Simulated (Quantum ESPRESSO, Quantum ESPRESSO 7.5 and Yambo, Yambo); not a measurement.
## Gap slopes of SrTiO3 (Tausonite) from G0W0 (hydrostatic strain)

Aim: the gap of SrTiO3 (Tausonite) under hydrostatic strain, by PBE and G0W0.

Calculated with Quantum ESPRESSO 7.5 and Yambo 5.3.0; PBE and many-body steps on it, plane waves.

**1. Set-up**

It takes space group Pm-3m (No. 221, cubic). The conventional cell has a = 3.905 Å, b = 3.905 Å, c = 3.905 Å, α = 90.00°, β = 90.00°, γ = 90.00°. Nearest to Sr lie 12 O at 2.76 Å. Ti has 6 O at 1.95 Å nearest. O has 2 Ti at 1.95 Å and 4 Sr at 2.76 Å nearest. Farther neighbours and most contacts between anions are not listed.

The cell and positions come from the Crystallography Open Database and are kept as given unless a step says otherwise.

**2. Ground state**

This step: Quantum ESPRESSO 7.5; DFT, PBE, plane waves, norm-conserving pseudopotentials.

The ground-state density comes first.

pw.in

```
&control
  calculation = 'scf'
  prefix = 'x'
  outdir = 'o'
  pseudo_dir = 'pseudo'
/
&system
  ibrav = 0
  nat = 5
  ntyp = 3
  ecutwfc = 76.0
  nbnd = 26
  force_symmorphic = .true.
/
&electrons
  conv_thr = 1e-10
  electron_maxstep = 80
  mixing_beta = 0.5
/
ATOMIC_SPECIES
  Sr 87.62 Sr.upf
  Ti 47.867 Ti.upf
  O 15.999 O.upf
CELL_PARAMETERS angstrom
  3.9052800000 0.0000000000 0.0000000000
  0.0000000000 3.9052800000 0.0000000000
  0.0000000000 0.0000000000 3.9052800000
ATOMIC_POSITIONS crystal
  Sr 0.5000000000 0.5000000000 0.5000000000
  Ti 0.0000000000 0.0000000000 0.0000000000
  O 0.5000000000 0.0000000000 0.0000000000
  O 0.0000000000 0.5000000000 0.0000000000
  O 0.0000000000 0.0000000000 0.5000000000
K_POINTS automatic
  6 6 6 0 0 0
```

Run with:

```sh
$ OMP_NUM_THREADS=1 mpirun -n 4 pw.x -nk 4 -in pw.in > pw.out
```

What it wrote:

```text
Program PWSCF v.7.5 starts

     This program is part of the open-source Quantum ESPRESSO suite
     for quantum simulation of materials; please cite
         "P. Giannozzi et al., J. Phys.:Condens. Matter 21 395502 (2009);
         "P. Giannozzi et al., J. Phys.:Condens. Matter 29 465901 (2017);
         "P. Giannozzi et al., J. Chem. Phys. 152 154105 (2020);
     in publications or presentations arising from this work. More details at
     Message from routine setup:
[...]
The total energy is the sum of the following terms:
     one-electron contribution =     -75.45083833 Ry
     hartree contribution      =      60.40589909 Ry
     xc contribution           =     -59.54529961 Ry
     ewald contribution        =    -212.49155884 Ry

     convergence has been achieved in  14 iterations

     XML data file, charge density, pseudopotentials, collected wavefunctions

=------------------------------------------------------------------------------=
   JOB DONE.
=------------------------------------------------------------------------------=
[key lines of the parts left out:]
!    total energy              =    -287.08179770 Ry
```

Wall time 15 s (4 MPI ranks of Arm Neoverse V1, shared host); peak memory 0.32 GiB.

Numbers from this step:

- total energy: -3905.9468 eV
- gap: 1.908 eV
- k of the valence top: -0.5, -0.5, -0.5
- k of the conduction bottom: 0, 0, 0
- least direct gap: 2.263 eV

The gap is indirect, with the least direct gap 0.36 eV higher.

**3. Empty states on the mesh, 4×4×4 mesh, 209 bands**

The sums over transitions need many empty states on a uniform mesh; this step solves for them.

Edit pw.in of step 2 so:

```diff
@@ -1,3 +1,3 @@
 &control
-  calculation = 'scf'
+  calculation = 'nscf'
   prefix = 'x'
@@ -11,3 +11,3 @@
   ecutwfc = 76.0
-  nbnd = 26
+  nbnd = 209
   force_symmorphic = .true.
@@ -15,5 +15,6 @@
 &electrons
-  conv_thr = 1e-10
+  conv_thr = 1e-9
   electron_maxstep = 80
-  mixing_beta = 0.5
+  diago_full_acc = .true.
+  diago_thr_init = 5e-6
 /
@@ -34,2 +35,2 @@
 K_POINTS automatic
-  6 6 6 0 0 0
+  4 4 4 0 0 0
```

What it wrote:

```text
[banner, memory and clock lines left out]
Program PWSCF v.7.5 starts

     Atomic positions and unit cell read from directory:
     o/x.save/

     Message from routine setup:
     using ibrav=0 with symmetry is DISCOURAGED, use correct ibrav instead

     G-vector sticks info

     bravais-lattice index     =            0
     lattice parameter (alat)  =       7.3799  a.u.
     unit-cell volume          =     401.9325 (a.u.)^3
     number of atoms/cell      =            5
     number of atomic types    =            3
     number of electrons       =        40.00
[...]
123.5019

          k = 0.0000 0.0000 0.2500 (  4504 PWs)   bands (ev):

[...]
[... 15 further rows ...]
[...]
121.8671

          k = 0.0000 0.0000-0.5000 (  4484 PWs)   bands (ev):

[...]
54.5449  54.7979  54.8855  54.8855  55.5068  56.1918  56.1918  57.6651
     [... 15 further rows ...]
   118.3479 118.3479 118.6513 118.6513 119.4359 120.2591 121.2181 123.0277
   123.1178

          k = 0.0000 0.2500 0.2500 (  4514 PWs)   bands (ev):

     [... further k-points ...]

     highest occupied, lowest unoccupied level (ev):    10.0469   11.9546

     XML data file, pseudopotentials, collected wavefunctions
```

Run time: 30 s. Hardware: 4 MPI ranks; peak memory 0.54 GiB; 2 min of CPU time.

This step gave:

* gap: 1.908 eV
* k of the valence top: -0.5, -0.5, -0.5
* k of the conduction bottom: 0, 0, 0
* least direct gap: 2.263 eV
* k points computed: 10
* lowest point of the top converged band, above the valence top: 111.8202 eV

On this mesh the gap is 1.908 eV.

**4. Conversion and set-up**

This step: Yambo 5.3.0; conversion and set-up on PBE, plane waves, norm-conserving pseudopotentials.

The states are converted to the many-body program's format and the q mesh is built.

Run with:

```sh
$ (cd o/x.save; p2y > p2y.log; mv SAVE ../..); yambo > setup.log
```

What it wrote:

```text
 Yambo, version 5.3.0

 [02] CORE Variables Setup
 =========================

  [02.01] Unit cells
  ==================

  Cell kind             :  CUB
  Atoms in the cell     :  Sr  Ti  O
  number of Sr atoms    :  1
  number of Ti atoms    :  1
  number of O  atoms    :  3

  List of atomic masses
  Mass of Sr    :  87.62000
  Mass of Ti    :  47.86700
  Mass of O     :  15.99900

  List of atomic coordinates    : [cc]
  Sr1       :  3.689955  3.689955  3.689955  order 1
  Ti1       :  0.000000  0.000000  0.000000  order 2
  O1       :  3.689955  0.000000  0.000000  order 3
[...]
IBZ Q-points                                      :  10
 BZ  Q-points                                      :   64

 K/Q-points units:
 rlu = crystal or reduced units; cc = cartesian coordinates; iku = interal k-units

 Q [ 1]         [rlu]:  0.000000  0.000000  0.000000
 Q [ 2]         [rlu]:  0.000000  0.000000  0.250000
 Q [ 3]         [rlu]:  0.000000  0.000000 -0.500000
[...]
Q [ 8]         [rlu]:  0.250000  0.250000 -0.500000
 Q [ 9]         [rlu]:  0.250000 -0.500000 -0.500000
 Q [10]         [rlu]: -0.500000 -0.500000 -0.500000

  [03.01] X indexes
  =================

   [03.01.01] Sigma indexes
   ========================

 [06] Game Over & Game summary
```

Run time: 3.4 s. Hardware: 1 MPI rank; peak memory 0.25 GiB.

**5. G0W0, strain +0 %**

Now the one-shot GW correction: screening in the RPA, then the self-energy of the levels asked for.

This step: G0W0 on PBE, plane waves, norm-conserving pseudopotentials.

gw1.in

```
HF_and_locXC
gw0
dyson
ppa
em1d
rim_cut
RandQpts= 1000000
RandGvec= 1 RL
EXXRLvcs= 76 Ry
VXCRLvcs= 304 Ry
Chimod= "HARTREE"
% BndsRnXp
 1 | 209 |
%
NGsBlkXp= 16 Ry
% LongDrXp
 1 | 1 | 1 |
%
% GbndRnge
 1 | 209 |
%
DysSolver= "n"
ExtendOut
PPAPntXp= 27.21138 eV
% QPkrange
 10 | 10 | 19 | 22 |
 1 | 1 | 19 | 22 |
%
```

Run with:

```sh
$ OMP_NUM_THREADS=1 mpirun -n 4 yambo -F gw1.in -J gw1 -C gw1 > gw1.log
```

What it wrote:

```text
 Yambo, version 5.3.0

 [02] CORE Variables Setup
 =========================

  [... cell, symmetries and grids as in the set-up ...]

  [02.05] Energies & Occupations
  ==============================

  [X] === General ===
  [X] Electronic Temperature                        :  0.000000  0.000000 [eV K]
  [X] Bosonic    Temperature                        :  0.000000  0.000000 [eV K]
  [X] Finite Temperature mode                       : no
  [X] El. density                                   :  0.67159E+24 [cm-3]
  [X] Fermi Level                                   :  10.04689 [eV]

  [X] === Gaps and Widths ===
  [X] Conduction Band Min                           :  1.907663 [eV]
  [X] Valence Band Max                              :  0.000000 [eV]
  [X] Filled Bands                                  :  20
  [X] Empty Bands                                   :   21  209
  [X] Direct Gap                                    :  2.262791 [eV]
  [X] Direct Gap localized at k                     :  1
  [X] Indirect Gap                                  :  1.907663 [eV]
  [X] Indirect Gap between kpts                     :  10   1
  [X] Last valence band width                       :  0.731989 [eV]
  [X] 1st conduction band width                     :  2.609048 [eV]

 [03] Transferred momenta grid and indexing
 ==========================================

 IBZ Q-points                                      :  10
 BZ  Q-points                                      :   64

 K/Q-points units:
 rlu = crystal or reduced units; cc = cartesian coordinates; iku = interal k-units

 Q [ 1]         [rlu]:  0.000000  0.000000  0.000000
 Q [ 2]         [rlu]:  0.000000  0.000000  0.250000
 Q [ 3]         [rlu]:  0.000000  0.000000 -0.500000
[...]
Q [ 8]         [rlu]:  0.250000  0.250000 -0.500000
 Q [ 9]         [rlu]:  0.250000 -0.500000 -0.500000
 Q [10]         [rlu]: -0.500000 -0.500000 -0.500000

 [04] Coloumb potential Random Integration (RIM)
 ===============================================

  [04.01] RIM initialization
  ==========================

  * Diagonal components only detected *

  8 x (sBL volume)        :  0.077143 [a.u.]
  sBZ random points       :  1000000
  Points outside the sBZ  :   7992674
  RL volume               :  0.617144 [a.u.]
  Integrated volume       :  0.617710 [a.u.]

  [04.02] RIM integrals
  =====================

  Gamma point sphere radius             :  0.077218 [a.u.]
  Points outside the sphere             :   799758
  [Int_sBZ(q=0) 1/q^2]*(Vol_sBZ)^(-1/3) =:  7.677921
                                 should be <:  7.795600

  Summary of Coulomb integrals for non-metallic bands |Q|[au] RIM/Bare

  Q [1] 0.100000E-4 0.984904 * Q [2] 0.212848 1.050352
  Q [4] 0.301012 1.048056 * Q [7] 0.368663 1.034451
  Q [3] 0.425695 1.019613 * Q [5] 0.475942 1.017752
  Q [8] 0.521368 1.015471 * Q [6] 0.602024 1.012155
[...]
QP @ state[ 2 ] b range:  19  22

 [xc] Functional : Perdew, Burke & Ernzerhof(X)+Perdew, Burke & Ernzerhof(C)
 [xc] LIBXC used to calculate xc functional
  PP Number of Atomic Species                      :  3
  NLCC RL compoments                               :   36041
  PP Number of Atomic Species                      :  3
  NLCC RL compoments                               :   36041

 [xc] E_xc :  -22.32465 [Ha]
      E_xc :  -44.64930 [Ry]

  Local XC kind (lXC) : Perdew, Burke & Ernzerhof(X)+Perdew, Burke & Ernzerhof(C)
  Non-Local XC kind (nlXC) : Hartree-Fock

  Corrections @ K [1] :  [eV]
 <19|nlXC|19> = -25.25797  0.50586E-17 <19|lXC|19> = -20.54184 -0.18882E-15
 <20|nlXC|20> = -25.25796  0.63058E-17 <20|lXC|20> = -20.54184  0.000000
 <21|nlXC|21> = -11.48490  0.10309E-17 <21|lXC|21> = -18.88296  0.94408E-16
[...]
Corrections @ K [10] :  [eV]
[...]
<21|nlXC|21> = -12.96585  0.46769E-18 <21|lXC|21> = -21.98335 -0.19619E-15
 <22|nlXC|22> = -12.96585  0.16122E-17 <22|lXC|22> = -21.98335  0.28323E-15

  [07.01] Hartree-Fock occupations report
  =======================================

  [Hartree-Fock] === General ===
  [Hartree-Fock] Electronic Temperature             :  0.000000  0.000000 [eV K]
  [Hartree-Fock] Bosonic    Temperature             :  0.000000  0.000000 [eV K]
  [Hartree-Fock] Finite Temperature mode            : no
  [Hartree-Fock] El. density                        :  0.67159E+24 [cm-3]
  [Hartree-Fock] Fermi Level                        :  10.04689 [eV]

  [Hartree-Fock] === Gaps and Widths ===
  [Hartree-Fock] Conduction Band Min                :  1.989030 [eV]
  [Hartree-Fock] Valence Band Max                   : -0.043408 [eV]
  [Hartree-Fock] Filled Bands                       :  20
  [Hartree-Fock] Empty Bands                        :   21  209
  [Hartree-Fock] Direct Gap                         :  2.584165 [eV]
  [Hartree-Fock] Direct Gap localized at k          :  2
  [Hartree-Fock] Indirect Gap                       :  2.032438 [eV]
  [Hartree-Fock] Indirect Gap between kpts          :   9   2
  [Hartree-Fock] Last valence band width            :  5.027841 [eV]
  [Hartree-Fock] 1st conduction band width          :  11.54518 [eV]

 [08] Dyson equation: Newton solver
 ==================================

  [08.01] G0W0 (W PPA)
  ====================

  [  GW  ] Bands range     :    1  209
  [GW/PPA] G damping       :  0.100000 [eV]

  QP @ state[ 1 ] K range:  1  1
  QP @ state[ 1 ] b range:  19  22
  QP @ state[ 2 ] K range:  10  10
  QP @ state[ 2 ] b range:  19  22

   Sc/G bands                                       :    1  209
   Sc/G damping                                     :  0.100000 ev
   Sc bands terminator                              : no
   Sx RL components                                 :   4553

   QP @ state[ 1 ] K range                          :  1  1
   QP @ state[ 1 ] b range                          :  19  22
   QP @ state[ 2 ] K range                          :  10  10
   QP @ state[ 2 ] b range                          :  19  22
   GF energies kind                                 : Perdew, Burke & Ernzerhof(X)+Perdew, Burke & Ernzerhof(C)
   GF WF`s kind                                     : Perdew, Burke & Ernzerhof(X)+Perdew, Burke & Ernzerhof(C)
   Xs energies kind                                 : Perdew, Burke & Ernzerhof(X)+Perdew, Burke & Ernzerhof(C)
   Xs WF`s kind                                     : Perdew, Burke & Ernzerhof(X)+Perdew, Burke & Ernzerhof(C)

 [11] Game Over & Game summary
```

Run time: 9.6 min. Hardware: 4 MPI ranks; peak memory 2 GiB; 38 min of CPU time.

This step gave:

| Property | Result |
| --- | --- |
| G0W0 gap on the points computed | 3.467 eV |
| starting gap on the mesh | 1.908 eV |
| k of the valence top | -0.5, -0.5, -0.5 |
| k of the conduction bottom | 0, 0, 0 |
| least direct G0W0 gap on the computed points | 3.840 eV |
| Z at the valence top | 0.7626 |
| Z at the conduction bottom | 0.7761 |

The gap on the mesh goes from 1.91 eV to 3.47 eV, a correction of +1.56 eV.

**6. G0W0, strain -1 %**

The cell differs from the one that the last finished run ended in (a 3.905 → 3.866 Å, b 3.905 → 3.866 Å, c 3.905 → 3.866 Å).

gw2.in, as its differences from gw1.in of step 5:

```diff
@@ -14,3 +14,3 @@
 %
-NGsBlkXp= 16 Ry
+NGsBlkXp= 485 RL
 % LongDrXp
```

Run with:

```sh
$ OMP_NUM_THREADS=1 mpirun -n 4 yambo -F gw2.in -J gw2 -C gw2 > gw2.log
```

What it wrote:

```text
 Yambo, version 5.3.0

 [02] CORE Variables Setup
 =========================

  [... cell, symmetries and grids as in the set-up ...]

  [02.05] Energies & Occupations
  ==============================

  [X] === General ===
  [X] Electronic Temperature                        :  0.000000  0.000000 [eV K]
  [X] Bosonic    Temperature                        :  0.000000  0.000000 [eV K]
  [X] Finite Temperature mode                       : no
  [X] El. density                                   :  0.69215E+24 [cm-3]
[...]
QP @ state[ 1 ] b range                          :  19  22
   QP @ state[ 2 ] K range                          :  10  10
   QP @ state[ 2 ] b range                          :  19  22
   GF energies kind                                 : Perdew, Burke & Ernzerhof(X)+Perdew, Burke & Ernzerhof(C)
   GF WF`s kind                                     : Perdew, Burke & Ernzerhof(X)+Perdew, Burke & Ernzerhof(C)
   Xs energies kind                                 : Perdew, Burke & Ernzerhof(X)+Perdew, Burke & Ernzerhof(C)
   Xs WF`s kind                                     : Perdew, Burke & Ernzerhof(X)+Perdew, Burke & Ernzerhof(C)

 [11] Game Over & Game summary
```

Elapsed: 10 min, on 4 MPI ranks; peak memory 2 GiB; 42 min of CPU time.

This step gave:

| Quantity | Value |
| --- | --- |
| G0W0 gap on the points computed | 3.557 eV |
| starting gap on the mesh | 1.965 eV |
| k of the valence top | -0.5, -0.5, -0.5 |
| k of the conduction bottom | 0, 0, 0 |
| least direct G0W0 gap on the computed points | 3.907 eV |

The gap on the mesh goes from 1.96 eV to 3.56 eV, a correction of +1.59 eV.

Ground state, empty states and screening of this cell were made anew, as for the first cell; those steps are not shown. 

(Continued in part 2 of 2.)

[Paths, hosts, dates, memory and timing lines, banners, echoed tables and standing remarks are left out of the program output.]

[Logs are printed without paths, hosts, clocks, repeated set-up lines and the standing remarks that a program may print on its own settings, such as how far it seeks lower states.]

[Runs of the session that timed out or met a known fault of the program may be left out.]

[Hosts, paths, dates, database ids (printed as entryN), source tags and the programs' standing remarks are cut or masked in the printed files.]
